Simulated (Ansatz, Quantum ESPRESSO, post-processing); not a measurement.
# Conductance against width: a In chain with one bond drawn out, part 4 of 4

Wanted: T at the Fermi level along a series, and its decay constant, for a In chain with one bond drawn out.

Quantum ESPRESSO 7.5; plane-wave DFT, PBE, GBRV ultrasoft pseudopotentials; cross-check by Ansatz 0.2.0 with PAW datasets.

So far. Step 6 (Transmission with pwcond.x, 0.8 Å): T goes from 2.91 to 2.36, a factor of 1.2. Step 7 (Cross-check with Ansatz, 0.8 Å): Ansatz finds T = 2.14 against pwcond's 2.36.

## Step 8: Ground state, 1.4 Å

Level of this step: plane-wave DFT, PBE, GBRV ultrasoft pseudopotentials (Quantum ESPRESSO 7.5).

The input, j2.scf.in:

```
&control
  prefix = 'j2.scf'
  outdir = './out'
  pseudo_dir = './pseudo'
  calculation = 'scf'
  tprnfor = .true.
/
&system
  ibrav = 0
  nat = 10
  ntyp = 1
  ecutwfc = 34
  ecutrho = 170
  occupations = 'smearing'
  smearing = 'mv'
  degauss = 0.01
/
&electrons
  conv_thr = 1e-07
  mixing_beta = 0.25
  electron_maxstep = 120
  mixing_mode = 'local-TF'
/
ATOMIC_SPECIES
  In  114.8180  in_pbe_v1.4.uspp.F.UPF
CELL_PARAMETERS angstrom
  7.50000000000000 0.00000000000000 0.00000000000000
  0.00000000000000 7.50000000000000 0.00000000000000
  0.00000000000000 0.00000000000000 30.90000000000000
ATOMIC_POSITIONS crystal
  In  0.500000000000 0.500000000000 0.000000000000
  In  0.500000000000 0.500000000000 0.095469255663
  In  0.500000000000 0.500000000000 0.190938511327
  In  0.500000000000 0.500000000000 0.286407766990
  In  0.500000000000 0.500000000000 0.381877022654
  In  0.500000000000 0.500000000000 0.522653721683
  In  0.500000000000 0.500000000000 0.618122977346
  In  0.500000000000 0.500000000000 0.713592233010
  In  0.500000000000 0.500000000000 0.809061488673
  In  0.500000000000 0.500000000000 0.904530744337
K_POINTS automatic
  1 1 3 0 0 0
```

Command:

```sh
> OMP_NUM_THREADS=1 mpirun -n 4 pw.x -nk 1 -in j2.scf.in > j2.scf.out
```

Standard output:

```text
[banner, memory and clock lines left out]
Program PWSCF v.7.5 starts
[...]
number of electrons       =       130.00
     number of Kohn-Sham states=           78
     kinetic-energy cutoff     =      34.0000  Ry
     charge density cutoff     =     170.0000  Ry
[...]
number of k points=     2  Marzari-Vanderbilt smearing, width (Ry)=  0.0100
[...]
Dense  grid:   438895 G-vectors     FFT dimensions: (  60,  60, 243)
[...]
Starting wfcs are   90 randomized atomic wfcs
     estimated scf accuracy    <      52.41130808 Ry
     estimated scf accuracy    <      27.81732929 Ry
     estimated scf accuracy    <       1.84050820 Ry
     estimated scf accuracy    <       0.80530082 Ry
     estimated scf accuracy    <       0.32056167 Ry
     estimated scf accuracy    <       0.05829166 Ry
     estimated scf accuracy    <       0.03597791 Ry
     estimated scf accuracy    <       0.01572320 Ry
     estimated scf accuracy    <       0.00311364 Ry
     estimated scf accuracy    <       0.00077864 Ry
     estimated scf accuracy    <       0.00022108 Ry
     estimated scf accuracy    <       0.00014337 Ry
     estimated scf accuracy    <       0.00000255 Ry
     estimated scf accuracy    <       0.00000148 Ry
     estimated scf accuracy    <       0.00000131 Ry
[...]
the Fermi energy is    -1.1594 ev
!    total energy              =   -1333.80479191 Ry
     estimated scf accuracy    <       0.00000005 Ry
     smearing contrib. (-TS)   =      -0.00419268 Ry
     internal energy E=F+TS    =   -1333.80059923 Ry
[...]
one-electron contribution =   -1430.83911818 Ry
     hartree contribution      =     768.74443003 Ry
     xc contribution           =    -376.24379417 Ry
     ewald contribution        =    -295.46211691 Ry
     convergence has been achieved in  16 iterations
[...]
Total force =     0.029425     Total SCF correction =     0.000300
[...]
```

Elapsed: 76 s, on 4 MPI ranks of Arm Neoverse V2, shared host; peak memory 1.9 GiB; 5 min of CPU time.

Read from the output:

```
free energy  : -18147.3387 eV
Fermi energy : -1.159 eV
```

## Step 9: Transmission with pwcond.x, 1.4 Å

The input, j2.cond.in:

```
&inputcond
  outdir = './out'
  prefixt = 'j2.scf'
  tran_file = 'j2.cond.dat'
  bdl = 0.7866666667
  bds = 4.1200000000
  ikind = 1
  ewind = 4.0
  epsproj = 1e-05
  nz1 = 7
  energy0 = 2.0
  denergy = -0.1
/
1
  0.00000000 0.00000000 1.00000000
41
```

Command:

```sh
> OMP_NUM_THREADS=1 mpirun -n 4 pwcond.x -in j2.cond.in > j2.cond.out
```

Standard output:

```text
[banner, memory and clock lines left out]
Program PWCOND v.7.5 starts

     ./out/j2.scf.save/

[...]
negative rho (up, down):  5.014E-03 0.000E+00
     Reading collected, re-writing distributed wavefunctions

===== INPUT FILE containing all the regions =====

     GEOMETRY:

     lattice parameter (alat)  =      14.1729  a.u.
     the volume                =   11729.4489 (a.u.)^3
     the cross section         =     200.8724 (a.u.)^2
     l of the unit cell        =       4.1200 (alat)
     number of atoms/cell      =           10
[...]
T_tot    -0.30000      0.98815E+00
   T_tot    -0.40000      0.97312E+00
   T_tot    -0.50000      0.95737E+00
   T_tot    -0.60000      0.94133E+00
   T_tot    -0.70000      0.92541E+00
   T_tot    -0.80000      0.90977E+00
   T_tot    -0.90000      0.89353E+00
   T_tot    -1.00000      0.87249E+00
   T_tot    -1.10000      0.82869E+00
   T_tot    -1.20000      0.65229E+00
   T_tot    -1.30000      0.00000E+00
   T_tot    -1.40000      0.00000E+00
   T_tot    -1.50000      0.00000E+00
   T_tot    -1.60000      0.00000E+00
   T_tot    -1.70000      0.00000E+00
   T_tot    -1.80000      0.00000E+00
   T_tot    -1.90000      0.00000E+00
   T_tot    -2.00000      0.00000E+00
```

Run time: 4.4 min. Hardware: 4 MPI ranks; peak memory 0.53 GiB; 18 min of CPU time.

Read from the output:

| Item | Value |
| --- | --- |
| transmission at the Fermi level, one spin | 1.279 |
| conductance | 1.279 G₀ |

Per spin. Transmission against energy, zero at the Fermi level:

```
energy (eV)  transmission
      -2.00             0
      -1.90             0
      -1.70             0
      -1.60             0
      -1.40             0
      -1.30             0
      -1.20         0.326
      -1.00         0.436
      -0.90         0.447
      -0.80         0.455
      -0.60         0.471
      -0.50         0.479
      -0.30         0.494
      -0.20         0.501
      -0.10          1.01
       0.00          1.28
       0.10          1.07
       0.20         0.924
       0.30         0.879
       0.50         0.883
       0.60         0.887
       0.80         0.911
       0.90         0.943
       1.00          1.01
       1.20          1.03
       1.30          1.07
       1.40          1.10
       1.60          1.14
       1.70          1.16
       1.90          1.21
       2.00          1.29
```

T goes from 2.36 to 1.28, a factor of 1.8.

## Step 10: The same in Ansatz, 1.4 Å

Level of this step: plane-wave DFT, PBE, Ansatz PAW (Ansatz 0.2.0).

The input, input.yaml:

```yaml
crystal:
  lattice:
    - [7.5, 0.0, 0.0]
    - [0.0, 7.5, 0.0]
    - [0.0, 0.0, 30.9]
  atoms:
    - { symbol: In, position: [0.5, 0.5, 0.0] }
    - { symbol: In, position: [0.5, 0.5, 0.0954692557] }
    - { symbol: In, position: [0.5, 0.5, 0.1909385113] }
    - { symbol: In, position: [0.5, 0.5, 0.286407767] }
    - { symbol: In, position: [0.5, 0.5, 0.3818770227] }
    - { symbol: In, position: [0.5, 0.5, 0.5226537217] }
    - { symbol: In, position: [0.5, 0.5, 0.6181229773] }
    - { symbol: In, position: [0.5, 0.5, 0.713592233] }
    - { symbol: In, position: [0.5, 0.5, 0.8090614887] }
    - { symbol: In, position: [0.5, 0.5, 0.9045307443] }
kpoints:
  mp_grid: { grid: [1, 1, 4] }
hamiltonian:
  xc: pbe
scf:
  occupations: { method: fermi_dirac, width: 0.1 }
  convergence: { dr2_threshold: 1.0e-08 }
output:
  transmission:
    leads: [[0, 1]]
    e_range: [-2.0, 2.0]
    de: 0.05
    kmesh: [1, 1]
    reduced_basis: true
  write_potential: true
  write_density: true
  volumetric_format: npy
```

Command:

```sh
> ansatz run input.yaml --threads 4 --pin off --max-ram 8192MiB --backend cpu --events-out ev --progress --plain --runs-dir out
```

Standard output:

```text
[...]
Crystal: 10 atoms, lattice volume = 1738.125 Å³
Basis set: ecut = 420 eV, 33999 PW (Γ)
Bands: 78, of which v1, the nominal top of the filled ones, is band 65 counted from 1 (64 counted from 0)
Symmetry: 16 space group operations
[...]
k-points: 3 of 4
[...]
k-point 2: bands = [... 61 lower, -1.5516, -1.2701, -1.2701, -1.1947, -1.1947, -0.9713, -0.9713, -0.7851, ... 9 higher]
--- Transmission ---
  basis      : 497 plane waves across, 39 finite elements along
  points     : 1, standing for a mesh of 1 x 1
[...]
channels       : 3.000000e0 a spin
[...]
junction   : crystal 0 to crystal 0, -1.47 to 26.47 Å
    transmission   : 1.031235e0 a spin
[...]
[key lines of the parts left out:]
SCF converged after 12 iterations
Free energy (F): -55966.023733 eV
Fermi energy:    -1.139438 eV
```

Wall time 22 s (4 threads); peak memory 2.4 GiB.

Numbers from this step:

| Quantity | Value |
| --- | --- |
| free energy | -55966.0237 eV |
| energy at zero smearing | -55965.6270 eV |
| smearing term TS | 0.7935 eV |
| Fermi energy | -1.139 eV |
| transmission at the Fermi level, one spin | 1.031 |
| step of the lead's Hamiltonian over a period | 8.5 meV |

Per spin. Table of transmission by energy, zero at the Fermi level:

energy (eV), transmission and a bar:
```
   -2.000       0.00 
   -1.800       0.00 
   -1.600       0.00 
   -1.400       0.00 
   -1.200       0.29 #######
   -1.000       0.40 ##########
   -0.800       0.43 ###########
   -0.600       0.46 ############
   -0.400       0.47 ############
   -0.200       0.49 #############
    0.000       1.03 ###########################
    0.050       1.05 ###########################
    0.200       0.96 #########################
    0.400       0.89 #######################
    0.600       0.89 #######################
    0.800       0.93 ########################
    1.000       0.98 #########################
    1.200       1.03 ###########################
    1.400       1.07 ############################
    1.600       1.10 ############################
    1.800       1.13 #############################
    2.000       1.16 ##############################
```

Ansatz finds T = 1.03 against pwcond's 1.28.

## Step 11: Self-consistent run, 2.2 Å

Level of this step: plane-wave DFT, PBE, GBRV ultrasoft pseudopotentials (Quantum ESPRESSO 7.5).

The input, j3.scf.in:

```
&control
  prefix = 'j3.scf'
  outdir = './out'
  pseudo_dir = './pseudo'
  calculation = 'scf'
  tprnfor = .true.
/
&system
  ibrav = 0
  nat = 10
  ntyp = 1
  ecutwfc = 34
  ecutrho = 170
  occupations = 'smearing'
  smearing = 'mv'
  degauss = 0.01
/
&electrons
  conv_thr = 1e-07
  mixing_beta = 0.25
  electron_maxstep = 120
  mixing_mode = 'local-TF'
/
ATOMIC_SPECIES
  In  114.8180  in_pbe_v1.4.uspp.F.UPF
CELL_PARAMETERS angstrom
  7.50000000000000 0.00000000000000 0.00000000000000
  0.00000000000000 7.50000000000000 0.00000000000000
  0.00000000000000 0.00000000000000 31.70000000000000
ATOMIC_POSITIONS crystal
  In  0.500000000000 0.500000000000 0.000000000000
  In  0.500000000000 0.500000000000 0.093059936909
  In  0.500000000000 0.500000000000 0.186119873817
  In  0.500000000000 0.500000000000 0.279179810726
  In  0.500000000000 0.500000000000 0.372239747634
  In  0.500000000000 0.500000000000 0.534700315457
  In  0.500000000000 0.500000000000 0.627760252366
  In  0.500000000000 0.500000000000 0.720820189274
  In  0.500000000000 0.500000000000 0.813880126183
  In  0.500000000000 0.500000000000 0.906940063091
K_POINTS automatic
  1 1 3 0 0 0
```

Command:

```sh
> OMP_NUM_THREADS=1 mpirun -n 4 pw.x -nk 1 -in j3.scf.in > j3.scf.out
```

Standard output:

```text
[banner, memory and clock lines left out]
Program PWSCF v.7.5 starts
[...]
number of electrons       =       130.00
     number of Kohn-Sham states=           78
     kinetic-energy cutoff     =      34.0000  Ry
     charge density cutoff     =     170.0000  Ry
[...]
number of k points=     2  Marzari-Vanderbilt smearing, width (Ry)=  0.0100
[...]
Dense  grid:   450525 G-vectors     FFT dimensions: (  60,  60, 250)
[...]
Starting wfcs are   90 randomized atomic wfcs
     estimated scf accuracy    <      52.55307971 Ry
     estimated scf accuracy    <      28.37568373 Ry
     estimated scf accuracy    <       2.00740140 Ry
     estimated scf accuracy    <       1.11813811 Ry
     estimated scf accuracy    <       0.43286324 Ry
     estimated scf accuracy    <       0.12370472 Ry
     estimated scf accuracy    <       0.03694367 Ry
     estimated scf accuracy    <       0.02498818 Ry
     estimated scf accuracy    <       0.00159408 Ry
     estimated scf accuracy    <       0.00066748 Ry
     estimated scf accuracy    <       0.00017328 Ry
     estimated scf accuracy    <       0.00005653 Ry
     estimated scf accuracy    <       0.00002218 Ry
     estimated scf accuracy    <       0.00000440 Ry
     estimated scf accuracy    <       0.00000112 Ry
     estimated scf accuracy    <       0.00000083 Ry
     estimated scf accuracy    <       0.00000018 Ry
     estimated scf accuracy    <       0.00000011 Ry
[...]
the Fermi energy is    -1.1968 ev
!    total energy              =   -1333.79638027 Ry
     estimated scf accuracy    <       0.00000001 Ry
     smearing contrib. (-TS)   =      -0.00458693 Ry
     internal energy E=F+TS    =   -1333.79179333 Ry
[...]
one-electron contribution =   -1459.30069369 Ry
     hartree contribution      =     782.95064105 Ry
     xc contribution           =    -376.26988997 Ry
     ewald contribution        =    -281.17185072 Ry
     convergence has been achieved in  19 iterations
[...]
Total force =     0.030211     Total SCF correction =     0.000121
[...]
```

Run time: 88 s. Hardware: 4 MPI ranks; peak memory 2 GiB; 5.9 min of CPU time.

This step gave:

- free energy: -18147.2242 eV
- Fermi energy: -1.197 eV

## Step 12: Transmission with pwcond.x, 2.2 Å

The input, j3.cond.in:

```
&inputcond
  outdir = './out'
  prefixt = 'j3.scf'
  tran_file = 'j3.cond.dat'
  bdl = 0.7866666667
  bds = 4.2266666667
  ikind = 1
  ewind = 4.0
  epsproj = 1e-05
  nz1 = 7
  energy0 = 2.0
  denergy = -0.1
/
1
  0.00000000 0.00000000 1.00000000
41
```

Command:

```sh
> OMP_NUM_THREADS=1 mpirun -n 4 pwcond.x -in j3.cond.in > j3.cond.out
```

Standard output:

```text
[banner, memory and clock lines left out]
Program PWCOND v.7.5 starts

     ./out/j3.scf.save/

[...]
negative rho (up, down):  4.972E-03 0.000E+00
     Reading collected, re-writing distributed wavefunctions

===== INPUT FILE containing all the regions =====

     GEOMETRY:

     lattice parameter (alat)  =      14.1729  a.u.
     the volume                =   12033.1239 (a.u.)^3
     the cross section         =     200.8724 (a.u.)^2
     l of the unit cell        =       4.2267 (alat)
     number of atoms/cell      =           10
[...]
T_tot    -0.30000      0.32843E+00
   T_tot    -0.40000      0.31164E+00
   T_tot    -0.50000      0.29502E+00
   T_tot    -0.60000      0.27881E+00
   T_tot    -0.70000      0.26317E+00
   T_tot    -0.80000      0.24793E+00
   T_tot    -0.90000      0.23225E+00
   T_tot    -1.00000      0.21320E+00
   T_tot    -1.10000      0.18012E+00
   T_tot    -1.20000      0.76662E-01
   T_tot    -1.30000      0.00000E+00
   T_tot    -1.40000      0.00000E+00
   T_tot    -1.50000      0.00000E+00
   T_tot    -1.60000      0.00000E+00
   T_tot    -1.70000      0.00000E+00
   T_tot    -1.80000      0.00000E+00
   T_tot    -1.90000      0.00000E+00
   T_tot    -2.00000      0.37316E-02
```

The job ended after 4.6 min (4 MPI ranks; peak memory 0.54 GiB).

Read from the output:

| Property | Result |
| --- | --- |
| transmission at the Fermi level, one spin | 0.3463 |
| conductance | 0.3463 G₀ |

Per spin. Transmission against energy, zero at the Fermi level:

```
energy (eV)  transmission
      -2.00       0.00187
      -1.80             0
      -1.60             0
      -1.40             0
      -1.20        0.0383
      -1.00         0.107
      -0.90         0.116
      -0.70         0.132
      -0.50         0.148
      -0.30         0.164
      -0.10         0.260
       0.00         0.346
       0.10         0.303
       0.30         0.273
       0.50         0.291
       0.70         0.313
       0.90         0.346
       1.00         0.375
       1.20         0.412
       1.40         0.471
       1.60         0.536
       1.80         0.631
       2.00         0.862
```

T goes from 1.28 to 0.346, a factor of 3.7.

## Step 13: The same in Ansatz, 2.2 Å

Level of this step: plane-wave DFT, PBE, Ansatz PAW (Ansatz 0.2.0).

The input, input.yaml:

```yaml
crystal:
  lattice:
    - [7.5, 0.0, 0.0]
    - [0.0, 7.5, 0.0]
    - [0.0, 0.0, 31.7]
  atoms:
    - { symbol: In, position: [0.5, 0.5, 0.0] }
    - { symbol: In, position: [0.5, 0.5, 0.0930599369] }
    - { symbol: In, position: [0.5, 0.5, 0.1861198738] }
    - { symbol: In, position: [0.5, 0.5, 0.2791798107] }
    - { symbol: In, position: [0.5, 0.5, 0.3722397476] }
    - { symbol: In, position: [0.5, 0.5, 0.5347003155] }
    - { symbol: In, position: [0.5, 0.5, 0.6277602524] }
    - { symbol: In, position: [0.5, 0.5, 0.7208201893] }
    - { symbol: In, position: [0.5, 0.5, 0.8138801262] }
    - { symbol: In, position: [0.5, 0.5, 0.9069400631] }
kpoints:
  mp_grid: { grid: [1, 1, 4] }
hamiltonian:
  xc: pbe
scf:
  occupations: { method: fermi_dirac, width: 0.1 }
  convergence: { dr2_threshold: 1.0e-08 }
output:
  transmission:
    leads: [[0, 1]]
    e_range: [-2.0, 2.0]
    de: 0.05
    kmesh: [1, 1]
    reduced_basis: true
  write_potential: true
  write_density: true
  volumetric_format: npy
  elf: true
```

Command:

```sh
> ansatz run input.yaml --threads 4 --pin off --max-ram 8192MiB --backend cpu --events-out ev --progress --plain --runs-dir out
```

Standard output:

```text
[...]
Crystal: 10 atoms, lattice volume = 1783.125 Å³
Basis set: ecut = 420 eV, 34833 PW (Γ)
Bands: 78, of which v1, the nominal top of the filled ones, is band 65 counted from 1 (64 counted from 0)
Symmetry: 16 space group operations
[...]
k-points: 3 of 4
[...]
k-point 2: bands = [... 61 lower, -1.4865, -1.3163, -1.3163, -1.2240, -1.2240, -1.0370, -1.0370, -0.8048, ... 9 higher]
--- Transmission ---
  basis      : 497 plane waves across, 40 finite elements along
  points     : 1, standing for a mesh of 1 x 1
[...]
channels       : 3.000000e0 a spin
[...]
junction   : crystal 0 to crystal 0, -1.47 to 27.28 Å
    transmission   : 2.778325e-1 a spin
[...]
[key lines of the parts left out:]
SCF converged after 12 iterations
Free energy (F): -55965.933474 eV
Fermi energy:    -1.186424 eV
```

Run time: 23 s. Hardware: 4 threads; peak memory 2.5 GiB; 84 s of CPU time.

This step gave:

```
free energy                                  : -55965.9335 eV
energy at zero smearing                      : -55965.5315 eV
smearing term TS                             : 0.8040 eV
Fermi energy                                 : -1.186 eV
transmission at the Fermi level, one spin    : 0.2778
step of the lead's Hamiltonian over a period : 13.4 meV
```

Per spin. Transmission against energy, zero at the Fermi level:

```
energy (eV)  transmission
      -2.00             0
      -1.90             0
      -1.80             0
      -1.70             0
      -1.55             0
      -1.45             0
      -1.35             0
      -1.25        0.0302
      -1.15        0.0691
      -1.05        0.0894
      -0.90         0.108
      -0.80         0.118
      -0.70         0.127
      -0.60         0.135
      -0.50         0.142
      -0.40         0.150
      -0.25         0.161
      -0.15         0.178
      -0.05         0.251
       0.00         0.278
       0.05         0.287
       0.15         0.282
       0.25         0.276
       0.40         0.277
       0.50         0.284
       0.60         0.294
       0.70         0.307
       0.80         0.322
       0.90         0.339
       1.05         0.366
       1.15         0.385
       1.25         0.405
       1.35         0.426
       1.45         0.448
       1.55         0.472
       1.70         0.511
       1.80         0.542
       1.90         0.581
       2.00         0.633
```

Ansatz finds T = 0.278 against pwcond's 0.346.

## Step 14: The series side by side

All levels:

```
level  T by pwcond  T by Ansatz  lead channels  CPU time (s)
0.3 Å        2.913        2.875              3          1219
0.8 Å        2.357        2.137              3          1234
1.4 Å        1.279        1.031              3          1360
2.2 Å       0.3463       0.2778              3          1451
```

## Step 15: By hand

G = 2.91 × 77.48 µS = 226 µS a cell, a resistance of 4.43 kΩ.

κ = ln(T₁/T₂)/(2Δd) = ln(1.279/0.3463)/(2 × 0.8 Å) = 0.82 1/Å.

## Step 16: Results

```yaml
conductance_a_cell_at_0p3_a: 2.91 G₀
conductance_a_cell_at_0p8_a: 2.36 G₀
conductance_a_cell_at_1p4_a: 1.28 G₀
conductance_a_cell_at_2p2_a: 0.346 G₀
fall_of_ln_t_per_a_over_the_last_interval: 1.63
```

In words: The conductance goes from 2.91 G₀ at 0.3 Å to 0.346 G₀ at 2.2 Å (PBE, GBRV ultrasoft). Interval by interval ln T falls by 0.42, 1.02 and 1.63 per Å: the decay still steepens, so it isn't yet a plain exponential. T stays above 30 % of the channel count at all points but at most the last, so the series hardly reaches the tunnelling regime. Ansatz follows the series within a factor of 1.25. The geometries are as built, not relaxed, and the leads are short. Semilocal functionals lack the image potential in a vacuum gap.

[Long decimals in the printed logs are rounded to 6 places.]

[Repeated lines of the later SCF iterations (solver, time, negative density, dipole) and banner, clock, host and MPI lines are left out of these logs without a mark at each place.]

[Logs are printed without paths, hosts, clocks, repeated set-up lines and the standing remarks that a program may print on its own settings, such as how far it seeks lower states.]

[Hosts, paths, dates, database ids (printed as entryN), source tags and the programs' standing remarks are cut or masked in the printed files.]

[Maps of the electrostatic potential energy from Ansatz leave out the sawtooth potential of an applied field or a dipole correction, so their vacuum need not be flat; planar profiles and work functions include it.]
